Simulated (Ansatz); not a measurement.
# Does disorder add resistance in series? Pt(111) layers displaced at 500 K

Two lengths of the disordered region are known. What area resistance does the third give?

**Method.** Ansatz 0.2.0, plane waves with PAW datasets at their recommended cutoffs (420 eV for most), Fermi-Dirac smearing; ballistic transmission by layer matching. The area resistance is RA = A (h/2e²)(1/T − 1/N), with T the zone-mean transmission per spin and N the lead's channels, both averaged over a few energies near the Fermi level; for magnets each spin is taken apart, with h/e², and the two conduct in parallel. Lateral cell 2x2, PBE, a fresh random draw for each length. Atoms are displaced independently, by 0.0807 Å r.m.s. per direction; each RA is scaled by the nominal over the drawn mean square displacement.

The runs, with one result withheld:

| length (Å) | channels N | RA (fΩ m²) |
| --- | --- | --- |
| 9.06 | 6.753 | 0.152 |
| 18.1 | 6.753 | 0.306 |
| 27.2 | 6.713 | ? |

**Estimate by hand.**

Ohm's law makes RA linear in the length: the slope is (0.306 − 0.152)/(18.1 − 9.06) = 0.0170 fΩ m² per Å, or 17 µΩ cm. Then 0.306 + 0.0170 × 9.06. Predicted: 0.460 fΩ m².

Check against the run:

0.450 fΩ m², so the prediction is 2.2 % too high. The three lengths together give 16 µΩ cm. The two increments are 0.15 and 0.14 fΩ m², roughly as Ohm's law has it, though with one draw for each length that is a weak test.

Caveats: The scatterers repeat sideways with the small cell. The slope is a raw one; a model of isotropic scattering puts it 1.03 times the bulk value over these lengths. Spin-orbit coupling is left out, which matters for Pt.
